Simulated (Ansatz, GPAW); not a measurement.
# A 2-layer slab of Ba(100): simulated STM images, part 3 of 3

What would a tunnelling microscope show on a 2-layer slab of Ba(100)?

GPAW 26.7.0 and Ansatz 0.2.0; Ansatz plane waves; slab in vacuum with a dipole correction, relaxation; PAW set soft_1 (the session's first sound run).

So far, upper work function (eV): step 2 (relaxation, PBE) 2.32; step 3 (plane waves, PBE) 2.31.

## 4. A second plane-wave code (continued)

Level of this step: Ansatz plane waves; slab in vacuum with a dipole correction; PAW set soft_1 (Ansatz).

ELF in the ca plane at fractional y = 0.000, with atoms of Ba within 0.2 Å of it. It is the smooth field of the valence electrons, not physical close to the nuclei.

Ten even steps from '0' (0.00) to '9' (0.86), each cell a mean:
```
00000000000112345555213893059830001000000000
00000000000122345555311699899610001000000000
00000000000123455566421268986200011000000000
00000000000123455566642113331000111000000000
00000000000123455556665321111112211000000000
00000000000123445555677654333333211000000000
00000000000123445555677765444443211000000000
00000000000123455555666532222222211000000000
00000000000123455556653211111011111000000000
00000000000123455566531135653100111000000000
00000000000123445565411489998410011000000000
00000000000112345555312797489720001000000000
00000000000112345554213891039830001100000000
```
Columns run along c (16.5 Å), rows up along a (5.0 Å). Atoms in or near the plane, at fractional coordinates: Ba at (0.59, 0.00).

Electrostatic potential energy in the ca plane at fractional y = 0.000, with atoms of Ba within 0.2 Å of it. With pseudopotentials it is smooth inside the atoms' cores, unlike the true potential.

Values in eV, 7 rows by 16 columns, each cell a mean:
```
  3   3   3   3   3   3   3   2 -13 -32 -18   0   2   2   3   3
  3   3   3   3   3   3   3   3  -2 -12  -5   1   2   3   3   3
  3   3   3   3   3   3   3   3   2   1   1   2   2   3   3   3
  3   3   3   3   3   2   2   3   3   2   2   2   3   3   3   3
  3   3   3   3   3   3   3   3   1  -1   0   2   2   3   3   3
  3   3   3   3   3   3   3   2  -5 -20  -8   1   2   3   3   3
  3   3   3   3   3   3   3   2 -15 -32 -20  -1   2   2   3   3
```
Columns run along c (16.5 Å; values clipped at the 3rd and 97th percentile), rows up along a (5.0 Å). Atoms in or near the plane, at fractional coordinates: Ba at (0.59, 0.00).

Valence density in the ca plane at fractional y = 0.000, with atoms of Ba within 0.2 Å of it. It is the smooth field of the valence electrons, not physical close to the nuclei.

Values in e/Å³, 7 rows by 16 columns, each cell a mean:
```
0.0 0.0 0.0 0.0 0.0 0.0 0.0 0.0 0.5 1.1 0.7 0.0 0.0 0.0 0.0 0.0
0.0 0.0 0.0 0.0 0.0 0.0 0.0 0.0 0.1 0.4 0.2 0.0 0.0 0.0 0.0 0.0
0.0 0.0 0.0 0.0 0.0 0.0 0.0 0.0 0.0 0.1 0.0 0.0 0.0 0.0 0.0 0.0
0.0 0.0 0.0 0.0 0.0 0.0 0.0 0.0 0.0 0.0 0.0 0.0 0.0 0.0 0.0 0.0
0.0 0.0 0.0 0.0 0.0 0.0 0.0 0.0 0.0 0.1 0.0 0.0 0.0 0.0 0.0 0.0
0.0 0.0 0.0 0.0 0.0 0.0 0.0 0.0 0.2 0.7 0.3 0.0 0.0 0.0 0.0 0.0
0.0 0.0 0.0 0.0 0.0 0.0 0.0 0.0 0.6 0.9 0.8 0.0 0.0 0.0 0.0 0.0
```
Columns run along c (16.5 Å), rows up along a (5.0 Å). Atoms in or near the plane, at fractional coordinates: Ba at (0.59, 0.00).

The upper face's work function is 2.318 eV, against 2.313 eV in the first plane-wave PBE run at this geometry.

## 5. Side by side

Results and costs are gathered.

This step: comparison of work functions, dipole and cost; PAW set soft_1 (GPAW 26.7.0).

Ladder, by row:

```tsv
step	code	work function, upper (eV)	work function, lower (eV)	dipole (e Å)	wall time (s)	peak memory (GiB)	threads
pw	GPAW	2.313	2.313	5.10e-5	48.47	0.34	1
ansatz	Ansatz	2.318	2.317	-1.49e-4	1.33	0.615	4
```

## 6. A changed run

One more run, with changed settings.

This step: GPAW, PAW setups; slab in vacuum (GPAW 26.7.0).

run.py reads:

```python
import json
import numpy as np
from ase import Atoms
from gpaw import GPAW, PW

slab = Atoms(
    ['Ba', 'Ba'],
    positions=[
        [2.51000, 2.51000, 7.00000],
        [-0.00000, 0.00000, 9.77962]],
    cell=[[5.02, 0.0, 0.0], [0.0, 5.02, 0.0], [0.0, 0.0, 16.51]],
    pbc=[True, True, False])

slab.calc = GPAW(mode=PW(400), xc='PBE', kpts={'size': (6, 6, 1), 'gamma': True},
                 occupations={'name': 'fermi-dirac', 'width': 1.0}, nbands='160%',
                 convergence={'density': 1e-05}, maxiter=75,
                 poissonsolver={'dipolelayer': 'xy'},
                 symmetry={'tolerance': 1e-3}, txt='slab.txt')
result = {}
energy = slab.get_potential_energy()
fermi = slab.calc.get_fermi_level()
v = slab.calc.get_electrostatic_potential().mean((0, 1)) - fermi
n = slab.calc.get_pseudo_density().mean((0, 1))
L = slab.cell[2, 2]
z = np.arange(len(v)) * L / len(v)
low, high = slab.positions[:, 2].min(), slab.positions[:, 2].max()
below, above = np.interp([low - 4.8, high + 4.8], z, v)
slopes = [np.interp(x, z, np.gradient(v, z)) for x in (low - 4.8, high + 4.8)]
eps = np.array([[slab.calc.get_eigenvalues(k, s) for k in range(len(slab.calc.get_ibz_k_points()))]
                for s in range(slab.calc.get_number_of_spins())]) - fermi
top, bottom = eps[eps < 0].max(), eps[eps > 0].min()
dipole = slab.get_dipole_moment()[2]
print(f'energy {energy:.4f} eV, Fermi level {fermi:.4f} eV, dipole {dipole:.5f} e A')
print(f'potential 4.8 A off the faces, from the Fermi level: lower {below:.4f} eV, upper {above:.4f} eV')
print(f'slope of the potential there: lower {slopes[0]:.5f}, upper {slopes[1]:.5f} eV/A')
print(f'nearest levels on the mesh: {top:.4f} and {bottom:.4f} eV')
print('magnetic moment', round(slab.get_magnetic_moment(), 3))
result.update(energy=energy, fermi=fermi, dipole=dipole, below=below, above=above, slopes=slopes, edges=[top, bottom],
              z=z.tolist(), v=v.tolist(), n=n.tolist(), positions=slab.positions.tolist(),
              forces=slab.get_forces(apply_constraint=False).tolist(), moments=slab.get_magnetic_moments().tolist())
json.dump(result, open('result.json', 'w'))
```

Command:

```bash
$ OMP_NUM_THREADS=1 OPENBLAS_NUM_THREADS=1 python run.py
```

Numbers of over 12 decimals in the logs are rounded to 6 here.

Output:

```text
energy -3.9690 eV, Fermi level -0.9459 eV, dipole 0.00045 e A
potential 4.8 A off the faces, from the Fermi level: lower 3.6354 eV, upper 3.6350 eV
slope of the potential there: lower -0.03015, upper 0.02892 eV/A
nearest levels on the mesh: -0.0192 and 0.0832 eV
magnetic moment 0.0
```

Run time: 37 s. Hardware: 1 thread of Intel Xeon Platinum 8559C (Emerald Rapids), shared host; peak memory 0.23 GiB.

The run finished. A setting was moved off its sound value on purpose, so it serves as a test and not as the result.

The fault put into the input: a smearing of electronvolts (width = 1.0).

## 7. Outcome

```json
{"work function, both faces": "2.31 eV", "dipole along the normal": "5.1e-5 e Å, near the numerical noise", "corrugation at -2 V": "0.321 Å", "corrugation at -1 V": "0.258 Å", "corrugation at 1.5 V": "0.830 Å"}
```

**Reading.** The corrugation at constant current is largest at 1.5 V, where the tip height varies by 0.83 Å over the cell. Negative sample bias images filled states, positive bias empty ones. The two plane-wave codes differ by 0.0046 eV on the upper face. The images are of Tersoff-Hamann type: an s-wave tip, no tip-sample forces, heights closer than in a microscope. The slab is only 2.8 Å thick between its outer nuclei, so the values belong to this film more than to the surface of the bulk metal. The in-plane lattice was kept as typed, which isn't the functional's own and leaves some strain; spin-orbit coupling and temperature are left out.

[Logs are printed without paths, hosts, clocks, repeated set-up lines and the standing remarks that a program may print on its own settings, such as how far it seeks lower states.]

[Hosts, paths, dates, database ids (printed as entryN), source tags and the programs' standing remarks are cut or masked in the printed files.]
